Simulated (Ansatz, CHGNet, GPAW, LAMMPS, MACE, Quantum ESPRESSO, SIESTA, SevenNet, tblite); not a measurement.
# GPAW on 48Ga2O3-52ZnO (mol %) with crystalline order left by the classical run (93 atoms): settings against a plane-wave reference

Aim: run 48Ga2O3-52ZnO (mol %) with crystalline order left by the classical run (93 atoms) in GPAW and see how near its forces come to a plane-wave reference, and at what cost.

Calculated with GPAW 26.7.0; the method is named at each step.

## (1) The structure

The cell holds 93 atoms: 26 Ga, 14 Zn and 53 O. Cell: a = 10.069 Å, b = 10.069 Å, c = 10.069 Å, α = 90.0°, β = 90.0°, γ = 90.0°. 93 atoms (26 Fe, 14 Zn, 53 O) placed at random at 4.69 g/cm³, melted at 5000 K for 10 ps at fixed volume with the Morse and Coulomb pair potential with partial charges (Pedone, Malavasi, Menziani, Cormack and Segre, J. Phys. Chem. B 110, 11780 (2006)). Quenched from 5000 K to 300 K at 20 K/ps and fixed volume, held 10 ps at zero pressure, then minimised at fixed cell. Then Fe was replaced by Ga and the cell scaled by 1.005 (the potential has no terms for the new elements, so the cell is a start for a DFT relaxation).

The yardstick, on the same geometry:

- method: Kohn-Sham DFT, PBE, SSSP efficiency 1.3.0 pseudopotentials, plane waves (Quantum ESPRESSO 7.5); sssp-pbe-1.3.0-efficiency, cutoffs 60/480 Ry, Γ point
- r.m.s. force component: 0.3637 eV/Å
- longest force: 1.364 eV/Å
- pressure: 4.026 GPa
- gap (highest filled to lowest empty level): 0.8235 eV
- time: 8.5 min on 4 MPI ranks of Arm Neoverse V2, shared host
- CPU time: 34 min

## (2) PBE, LCAO dzp, h 0.18 Å

Method: Kohn-Sham DFT, PBE, PAW, atomic orbitals (dzp).

Input file run.py:

```python
import numpy as np
from ase.io import read
from gpaw import GPAW, FermiDirac
from ase.parallel import parprint as print

atoms = read("structure.xyz")
atoms.calc = GPAW(
    mode="lcao",
    basis="dzp",
    h=0.18,
    xc="PBE",
    kpts={"size": (1, 1, 1), "gamma": True},
    occupations=FermiDirac(0.05),
    maxiter=200,
    symmetry={"point_group": False},
    txt="gpaw.txt",
)
energy = atoms.get_potential_energy(force_consistent=True)
forces = atoms.get_forces()
print(f"energy {energy:.6f} eV")
print("forces (eV/A)")
for i, (a, f) in enumerate(zip(atoms, forces)):
    print(f"{i:4d} {a.symbol:2s} {f[0]:10.5f} {f[1]:10.5f} {f[2]:10.5f}")
print(f"Fermi level {atoms.calc.get_fermi_level():.4f} eV")
for k in range(len(atoms.calc.get_ibz_k_points())):
    for s in range(atoms.calc.get_number_of_spins()):
        e = atoms.calc.get_eigenvalues(kpt=k, spin=s)
        n = np.searchsorted(e, atoms.calc.get_fermi_level())
        print(f"k {k} spin {s} levels about the Fermi level:", np.round(e[max(n - 6, 0):n], 4).tolist(), "|", np.round(e[n:n + 6], 4).tolist())
```

Input file structure.xyz:

```xyz
93
Lattice="10.06936 0.00000 0.00000 0.00000 10.06936 0.00000 0.00000 0.00000 10.06936" Properties=species:S:1:pos:R:3 pbc="T T T"
Ga 6.19437 2.80563 10.04338
Ga 5.82261 2.15202 5.39909
Ga 3.46910 9.36984 6.90104
Ga 9.34557 1.30942 9.91540
Ga 2.80704 1.13723 4.40867
Ga 6.54508 0.27268 7.87645
Ga 1.52531 9.13512 9.08438
Ga 0.98176 3.82998 7.75794
Ga 6.42395 5.62857 9.46429
Ga 6.13204 7.52916 7.12025
Ga 0.98881 3.53082 2.64099
Ga 0.79125 1.01902 6.74687
Ga 3.09804 6.60560 6.36202
Ga 4.49315 0.09264 10.05617
Ga 8.30783 3.00409 7.73407
Ga 7.02660 0.69992 2.26198
Ga 9.12244 4.22591 0.76376
Ga 3.95665 7.42837 9.26019
Ga 0.81803 8.68684 4.89371
Ga 4.37554 2.85164 2.36388
Ga 3.92916 5.38378 1.22876
Ga 3.13046 3.90067 5.43292
Ga 3.77108 2.01498 7.71746
Ga 5.40503 9.30177 4.69776
Ga 8.53197 8.36633 9.61624
Ga 2.14145 2.19391 0.40972
Zn 0.48242 0.38616 2.21526
Zn 6.00365 4.78133 6.22971
Zn 3.02353 8.66609 2.30659
Zn 8.55946 5.72020 7.39051
Zn 3.73080 4.65406 8.45383
Zn 7.77002 7.30975 4.44905
Zn 6.32245 7.90787 1.67615
Zn 4.86431 6.31903 3.69022
Zn 1.70615 6.08723 3.46527
Zn 10.03643 7.59542 1.81802
Zn 8.93072 3.19098 4.80752
Zn 7.04926 4.03912 2.78055
Zn 0.98962 6.05098 9.98870
Zn 8.17411 0.18246 5.40020
O 3.18182 8.78824 0.33712
O 9.07259 8.65139 4.67621
O 4.27424 5.44611 5.27232
O 3.80058 1.53618 0.99586
O 0.01098 2.10651 8.14219
O 0.49149 5.67862 1.81742
O 2.06523 9.89677 5.61749
O 9.04782 3.64017 2.88266
O 5.93136 9.73294 1.13603
O 9.43570 4.08111 6.51971
O 5.16548 4.70662 2.60947
O 0.29533 9.45845 7.56652
O 5.38590 1.49510 8.89135
O 3.31181 6.73771 2.56587
O 1.00029 0.49733 0.25194
O 5.14121 8.93787 8.43933
[... 33 atom lines left out ...]
O 8.20280 7.93949 1.38272
O 2.64623 7.89901 7.84051
O 4.98826 4.18624 9.90926
O 0.30893 7.86226 9.90503
```

Command:

```
OMP_NUM_THREADS=1 mpirun -np 2 gpaw python run.py > output.txt
```

The program printed:

```text
energy -469.736999 eV
forces (eV/A)
   0 Ga   -0.06855   -0.52962   -0.09998
   1 Ga   -0.40671   -0.47266    0.38625
   2 Ga    0.55048    0.28803    0.65313
   3 Ga   -0.41842   -0.85382   -0.22707
   4 Ga    0.10373   -0.29612    0.14130
   5 Ga   -0.40251   -0.40501    0.17977
   6 Ga   -0.43112    0.41188   -1.10103
   7 Ga   -0.79123   -0.28615    0.38700
   8 Ga    0.23552    0.16896    0.01468
   9 Ga   -0.35098    0.73228    0.60033
  10 Ga    0.06491   -0.25745    0.54024
  11 Ga   -0.36786   -0.45164   -0.14608
  12 Ga   -0.15299    0.87250   -0.22342
  13 Ga    0.31117   -0.13028   -0.77197
  14 Ga    0.28424   -0.29812   -0.00910
  15 Ga   -0.50371   -0.34746   -0.08787
  16 Ga    0.10612    1.01246   -0.39012
  17 Ga    0.50380    0.60901   -0.61203
  18 Ga    0.13284   -0.28697   -0.18112
  19 Ga   -0.58342    0.02657   -0.05979
  20 Ga    0.02361    0.30801    0.30756
  21 Ga   -0.14943   -0.65079    0.05259
  22 Ga   -0.39296   -0.86754   -0.45464
  23 Ga   -0.64474    0.42267    0.19979
[...]
85 O    -0.17941   -0.83622   -0.78156
  86 O     0.01273   -0.17568   -0.61091
  87 O     0.17927   -0.00671    0.14753
  88 O    -0.35699    0.02348   -0.68583
  89 O     0.17245   -0.10920    0.29733
  90 O    -0.70033   -1.05812    0.31031
  91 O    -0.38719    1.14150   -0.00099
  92 O     0.29989    0.37874   -0.35890
Fermi level 5.7952 eV
k 0 spin 0 levels about the Fermi level: [4.7116, 4.7654, 4.8294, 4.9215, 5.0192, 5.4302] | [6.1602, 8.1808, 8.7028, 8.9339, 8.9729, 9.1572]
```

gpaw.txt:

```text
Input parameters:
  mode=LCAO(),
  basis={'default': 'dzp'},
  h=0.18,
  kpts=MonkhorstPack(size=(1, 1, 1), gamma=True),
  maxiter=200,
  occupations=Occupations(name='fermi-dirac', width=0.05, fixmagmom=False),
  symmetry=Symmetry(point_group=False),
  xc=XC(name='PBE')
Unit cell  # Å
| periodic |         x |         y |         z |   lengths |    angles |
|----------|-----------|-----------|-----------|-----------|-----------|
|      yes | 10.069360 |  0.000000 |  0.000000 | 10.069360 | 90.000000 |
|      yes |  0.000000 | 10.069360 |  0.000000 | 10.069360 | 90.000000 |
|      yes |  0.000000 |  0.000000 | 10.069360 | 10.069360 | 90.000000 |
Number of symmetries: 1
Symmetry operations  # r_c * U_cc + t_c -> r_c
|   | kind |            matrix            |
|---|------|------------------------------|
| 0 |  E   |  1, 0, 0,  0, 1, 0,  0, 0, 1 |
BZ-sampling:
  Number of BZ points: 1
  Number of IBZ points: 1
  Monkhorst-Pack size: [1, 1, 1]
  Monkhorst-Pack shift: [0, 0, 0]
[... lines left out ...]
        l=0, rc=2.2969 Bohr: 2s-dz split-valence wave
        l=1, rc=2.8906 Bohr: 2p-dz split-valence wave
        l=2, rc=5.3906 Bohr: d-type Gaussian polarization
      Number of RI-basis functions 0
Reference energy: -2167225.204854  # eV
eigensolver:
density mixing:
  MSR1-Mixer
occupation numbers:
  Fermi-Dirac:
    width: 0.0500  # eV
FastPoissonSolver using
    Stencil: 6*3+1=19 point O(h^6) finite-difference Laplacian
xc functional:
  name: PBE with 2 nearest neighbor stencil
interpolation: tri-quintic # 5. degree polynomial
Initialization done in: 6.829 s
convergence criteria:
- Maximum [total energy] change in last 3 cyles: 0.0005 eV / valence electron
- Maximum integral of absolute [dens]ity change: 0.0001 electrons / valence electron
- Maximum integral of absolute [eigenst]ate change: 4e-08 eV^2 / valence electron
maximum number of iterations: 200
SCF iterations
|iter     |      energy | eigst |  dens |
|---------|-------------|-------|-------|
|iter:   1| -519.222418 |      c|       |
|iter:   2| -506.187756 |      c| -0.88 |
|iter:   3| -470.219647 |      c| -0.93 |
|iter:   4| -469.852214 |      c| -1.53 |
|iter:   5| -469.825950 |      c| -1.81 |
|iter:   6| -469.738102c|      c| -2.42 |
|iter:   7| -469.736927c|      c| -3.09 |
|iter:   8| -469.736487c|      c| -3.35 |
|iter:   9| -469.736440c|      c| -3.71 |
|iter:  10| -469.736439c|      c| -4.25c|
Converged in 10 steps
SCF loop duration: 133.948 s (13.395 s/step)
Energy contributions relative to reference atoms: (reference = -2167225.204854)
Energy contributions:
  Kinetic:        1471.056850
  Coulomb:       -1272.118665
  Zero:             15.584288
  External:          0.000000
  Xc:             -684.258351
  Entropy:          -0.001121
  Spinorbit:         0.000000
  ----------------------------
  Free energy:    -469.736999
  Extrapolated:   -469.736439
dipole moment: (-38.685545, -56.807849, 122.905523)  # |e|*Ang
Fermi level: 5.795
Eigenvalues  # (at kpt = [0.000, 0.000, 0.000])
| band index |      eig [eV] | occ [0-2] |
|------------|---------------|-----------|
|          0 |       -14.490 |     2.000 |
|        ... |               |           |
|        274 |         4.633 |     2.000 |
|        275 |         4.660 |     2.000 |
[...]
|        289 |         9.561 |     0.000 |
|        ... |               |           |
|        342 |        13.888 |     0.000 |
Gap: 0.730 eV
Transition (v -> c):
  (s=0, k=0, n=281, [0.00, 0.00, 0.00]) -> (s=0, k=0, n=282, [0.00, 0.00, 0.00])
No difference between direct/indirect transitions
Force computation time: 34.263  # s
```

Wall time 3 min (2 MPI ranks of Arm Neoverse V2, shared host); peak memory 2.3 GiB; 5.9 min of CPU time.

Banners, paths, timers and routine set-up lines are dropped from the logs unmarked, and long logs keep their key lines alone; longer cuts are marked.

Compared with the plane-wave run:

```yaml
r_m_s_force_component: 0.463 eV/Å
r_m_s_difference_of_force_components: 331 meV/Å
longest_difference_of_force_vectors: 1303 meV/Å
force_difference_over_r_m_s_force: 91 %
slope_of_forces_against_the_reference_s: 0.8963
correlation_of_force_components: 0.704
spacing_of_highest_filled_and_lowest_empty_level: 0.73 eV
gap_difference: -0.0935 eV
```

This run lies far from the reference in forces at the same functional. Basis and potentials both differ; the latter hold 564 valence electrons against the reference's 936.

Length of the force difference by element (eV/Å):

```tsv
element	atoms	mean	most
Ga	26	0.36	0.73
O	53	0.65	1.3
Zn	14	0.11	0.26
```

Levels nearest the highest filled one (eV from it): -0.72, -0.66, -0.60, -0.51, -0.41, 0.00, 0.73, 2.75, 3.27, 3.50, 3.54, 3.73.

The surroundings of O71, which bears the longest force, nearest first, numbered as they follow in the input and with coordinates relative to it.

```tsv
atom	x	y	z	distance (Å)	bonds	Fx	Fy	Fz (eV/Å)
O71	0.00	0.00	0.00	0.00	4	0.81	-1.36	-0.42
Ga3	-0.97	1.29	1.01	1.90	6	0.55	0.29	0.65
Ga24	0.97	1.22	-1.20	1.97	6	-0.64	0.42	0.20
Ga13	-1.34	-1.47	0.47	2.04	6	-0.15	0.87	-0.22
Ga10	1.69	-0.55	1.22	2.16	6	-0.35	0.73	0.60
O91	-1.79	-0.18	1.94	2.65	4	-0.70	-1.06	0.31
O57	2.39	1.06	0.47	2.66	4	0.18	0.14	-0.92
O43	-0.16	-2.63	-0.62	2.71	4	0.15	0.29	0.34
O69	0.21	2.70	0.34	2.73	4	0.83	0.74	-0.55
```

Atoms are counted from 1 here, from 0 in the log.

Forces lie 91 % from the reference's, at 0.17 times its CPU time (on 2 against 4 cores).

## (3) PBE, LCAO dzp, h 0.18 Å, other mixer settings

Method: Kohn-Sham DFT, PBE, PAW, atomic orbitals (dzp).

run.py, as its differences from that of step 2:

```diff
@@ -2,3 +2,3 @@
 from ase.io import read
-from gpaw import GPAW, FermiDirac
+from gpaw import GPAW, FermiDirac, Mixer
 from ase.parallel import parprint as print
@@ -13,2 +13,3 @@
     occupations=FermiDirac(0.05),
+    mixer=Mixer(0.1, 5, 50),
     maxiter=200,
```

structure.xyz is that of step 2.

The program printed:

```text
energy -469.737000 eV
forces (eV/A)
   0 Ga   -0.06858   -0.52918   -0.09966
   1 Ga   -0.40635   -0.47232    0.38636
   2 Ga    0.55096    0.28732    0.65421
   3 Ga   -0.41844   -0.85368   -0.22634
   4 Ga    0.10378   -0.29707    0.14077
   5 Ga   -0.40233   -0.40497    0.17918
[...]
90 O    -0.69786   -1.05835    0.31094
  91 O    -0.38720    1.14361   -0.00213
  92 O     0.29992    0.37853   -0.35750
Fermi level 5.7956 eV
k 0 spin 0 levels about the Fermi level: [4.712, 4.7656, 4.8297, 4.9215, 5.0195, 5.431] | [6.1602, 8.181, 8.7028, 8.934, 8.9729, 9.1571]
```

gpaw.txt:

```text
Input parameters:
  mode=LCAO(),
  basis={'default': 'dzp'},
  h=0.18,
  kpts=MonkhorstPack(size=(1, 1, 1), gamma=True),
  maxiter=200,
[... lines left out ...]
  occupations=Occupations(name='fermi-dirac', width=0.05, fixmagmom=False),
[... lines left out ...]
  Fermi-Dirac:
[... lines left out ...]
convergence criteria:
- Maximum [total energy] change in last 3 cyles: 0.0005 eV / valence electron
[... lines left out ...]
Converged in 13 steps
[... lines left out ...]
  Free energy:    -469.737000
[... lines left out ...]
Fermi level: 5.796
[... lines left out ...]
|        ... |               |           |
|        274 |         4.634 |     2.000 |
|        275 |         4.660 |     2.000 |
[...]
|        289 |         9.561 |     0.000 |
|        ... |               |           |
|        342 |        13.887 |     0.000 |
Gap: 0.729 eV
Transition (v -> c):
  (s=0, k=0, n=281, [0.00, 0.00, 0.00]) -> (s=0, k=0, n=282, [0.00, 0.00, 0.00])
No difference between direct/indirect transitions
Force computation time: 31.716  # s
```

Run time: 3.5 min. Hardware: 2 MPI ranks; peak memory 2.3 GiB; 7 min of CPU time.

Numbers from this run, and their distance from the reference:

```
r.m.s. force component                           : 0.4631 eV/Å
r.m.s. difference of force components            : 330.9 meV/Å
longest difference of force vectors              : 1302 meV/Å
force difference over r.m.s. force               : 90.98 %
slope of forces against the reference's          : 0.8967
correlation of force components                  : 0.7043
gap (highest filled to lowest empty level) : 0.7292 eV
gap difference                                   : -0.0943 eV
energy less the same-level run's                 : 0 meV/atom
r.m.s. force difference from the same-level run  : 1.056 meV/Å
```

This run lies far from the reference in forces at the same functional. Basis and potentials both differ; the latter hold 564 valence electrons against the reference's 936.

Against the first run (91 %), the force difference from the reference is 91 %, at 1.2 times the CPU time: another solver or mixer reaches the same state.

## (4) PBE, LCAO szp(dzp), h 0.18 Å

Method: Kohn-Sham DFT, PBE, PAW, atomic orbitals (szp(dzp)).

run.py, as its differences from that of step 3:

```diff
@@ -2,4 +2,3 @@
 from ase.io import read
-from gpaw import GPAW, FermiDirac, Mixer
-from ase.parallel import parprint as print
+from gpaw import GPAW, FermiDirac
 
@@ -8,3 +7,3 @@
     mode="lcao",
-    basis="dzp",
+    basis="szp(dzp)",
     h=0.18,
@@ -13,3 +12,2 @@
     occupations=FermiDirac(0.05),
-    mixer=Mixer(0.1, 5, 50),
     maxiter=200,
```

structure.xyz is that of step 3.

Command:

```
OMP_NUM_THREADS=1 python run.py > output.txt
```

The program printed:

```text
energy -446.239872 eV
forces (eV/A)
   0 Ga   -0.07277   -0.54565   -0.08765
   1 Ga   -0.44404   -0.49398    0.39537
   2 Ga    0.61373    0.31808    0.68674
   3 Ga   -0.40578   -0.85878   -0.27183
   4 Ga    0.09156   -0.30549    0.13530
   5 Ga   -0.36856   -0.42324    0.18105
   6 Ga   -0.34658    0.41548   -1.13791
   7 Ga   -0.85349   -0.30596    0.50294
   8 Ga    0.31768    0.16474   -0.01249
   9 Ga   -0.41833    0.79827    0.61013
  10 Ga    0.06883   -0.31629    0.58078
  11 Ga   -0.41295   -0.49344   -0.23480
[...]
88 O    -0.45855    0.01570   -0.81267
  89 O     0.12955   -0.12259    0.38155
  90 O    -0.80320   -1.12588    0.32704
  91 O    -0.43255    1.20620   -0.01122
  92 O     0.37778    0.22915   -0.32440
Fermi level 6.1891 eV
k 0 spin 0 levels about the Fermi level: [5.1825, 5.1909, 5.2777, 5.3561, 5.4505, 5.8984] | [6.4797, 8.491, 9.0823, 9.3534, 9.4012, 9.5903]
```

gpaw.txt:

```text
Input parameters:
  mode=LCAO(),
  basis={'default': 'szp(dzp)'},
  h=0.18,
  kpts=MonkhorstPack(size=(1, 1, 1), gamma=True),
  maxiter=200,
  occupations=Occupations(name='fermi-dirac', width=0.05, fixmagmom=False),
  symmetry=Symmetry(point_group=False),
  xc=XC(name='PBE')
[... lines left out ...]
  Fermi-Dirac:
[... lines left out ...]
convergence criteria:
- Maximum [total energy] change in last 3 cyles: 0.0005 eV / valence electron
[... lines left out ...]
Converged in 13 steps
[... lines left out ...]
  Free energy:    -446.239872
[... lines left out ...]
Fermi level: 6.189
[... lines left out ...]
|          0 |       -14.229 |     2.000 |
|        ... |               |           |
|        274 |         5.045 |     2.000 |
|        275 |         5.110 |     2.000 |
[...]
|        289 |         9.940 |     0.000 |
|        ... |               |           |
|        342 |        14.390 |     0.000 |
Gap: 0.581 eV
Transition (v -> c):
  (s=0, k=0, n=281, [0.00, 0.00, 0.00]) -> (s=0, k=0, n=282, [0.00, 0.00, 0.00])
No difference between direct/indirect transitions
Force computation time: 43.871  # s
timing:  # [seconds]
  Total:  283.766  # ━━━━━━━━━━━━━━━━━━━━━━━━━━━━━━━━━━━━━━━━━━━━━━━━━━━━━━━━
  Init:    11.485  # ━━╸
  SCF:    228.363  # ━━━━━━━━━━━━━━━━━━━━━━━━━━━━━━━━━━━━━━━━━━━━━
  Forces:  43.871  # ━━━━━━━━╸
```

Elapsed: 4.8 min, on 1 thread; peak memory 1.9 GiB.

Compared with the plane-wave run:

```yaml
r_m_s_force_component: 0.5057 eV/Å
r_m_s_difference_of_force_components: 379.1 meV/Å
longest_difference_of_force_vectors: 1585 meV/Å
force_difference_over_r_m_s_force: 104.2 %
slope_of_forces_against_the_reference_s: 0.9234
correlation_of_force_components: 0.6642
spacing_of_highest_filled_and_lowest_empty_level: 0.5813 eV
gap_difference: -0.2422 eV
```

This is a coarse setting, run to see what it loses.

Against the first run (91 %), the force difference from the reference is 104 %, at 0.80 times the CPU time (on 1 against 2 cores), with 879 basis functions against 1321: the smaller basis costs accuracy.

## (5) All runs compared

Differences are against the plane-wave reference, forces as r.m.s. over components; share is that over the reference's r.m.s. force, slope the least-squares factor from reference forces to these. Total energies of different programs have different zeros and aren't compared.

```tsv
run	Δ force, r.m.s. (meV/Å)	share (%)	slope	Δ gap (eV)	cores	CPU time	memory (GiB)
reference	-	-	-	-	4	34 min	3.7
GPAW PBE, LCAO dzp, h 0.18 Å	331	91.0	0.896	-0.0935	2	5.9 min	2.3
GPAW PBE, LCAO dzp, h 0.18 Å, other mixer settings	331	91.0	0.897	-0.0943	2	7 min	2.3
GPAW PBE, LCAO szp(dzp), h 0.18 Å (coarse)	379	104	0.923	-0.242	1	4.8 min	1.9
```

Rows marked coarse were listed beforehand as settings not expected to be converged; some can still land near the reference.

CPU time is summed over cores on a shared host, where runs went side by side, so it is rough. Symmetry, cutoffs, thresholds, outputs and thread counts weren't matched or tuned between programs; memory under MPI is the largest rank's times the ranks.

Within one program, basis, potentials and functional, energies share a zero. Each run against its twin at the usual cutoff or grid and solver:

```tsv
run	twin	Δ energy (meV/atom)	Δ force, r.m.s. (meV/Å)	CPU time over the twin's
GPAW PBE, LCAO dzp, h 0.18 Å, other mixer settings	LCAO dzp, h 0.18 Å	0	1.06	1.2
```

## (6) Results

- nearest in forces: a tie at 91 % of 2 runs: GPAW PBE, LCAO dzp, h 0.18 Å; GPAW PBE, LCAO dzp, h 0.18 Å, other mixer settings

The PBE runs in local orbitals, coarse settings apart, differ by 91 % in each run; basis, grid and potentials can all enter, and differences of this size make the forces unusable. Runs with settings chosen to be coarse differ by 104 % (GPAW PBE, LCAO szp(dzp), h 0.18 Å), their programs' other errors included. Of the electronic-structure runs that take under half the reference's CPU time, GPAW PBE, LCAO dzp, h 0.18 Å, other mixer settings is among the nearest, at 91 % in 7 min against 34 min, too far off to be of use. At the same functional, gaps differ from the reference's 0.824 eV by between -0.24 and -0.09 eV. The potentials hold different valence shells: 936 electrons in the reference, 564 in GPAW; this bears on time and differences. GPAW's setups keep the filled d shell of Ga in the core. GPAW's Ga setup keeps the 3d shell in the core. The quench rate of 20 K/ps is many orders above laboratory rates, so the cell is likely richer in defects and strain than a real sample. The network of bonds at the start is that of the classical potential that made the cell, and needn't be the one that DFT or experiment would give. The reference's stress is far from hydrostatic: its diagonal is 1.4, 8.8, 1.9 GPa, compression counted positive. The reference's pressure of 4.0 GPa belongs to a cell and atoms that aren't relaxed at this level. The electronic-structure runs sample only Γ, in a cell whose shortest periodic width is 10 Å.

[Also dropped from logs without a mark: logging warnings of Python, and SIESTA's first energy breakdown and zero terms.]

[Logs are printed without paths, hosts, clocks, repeated set-up lines and the standing remarks that a program may print on its own settings, such as how far it seeks lower states.]

[Hosts, paths, dates, database ids (printed as entryN), source tags and the programs' standing remarks are cut or masked in the printed files.]
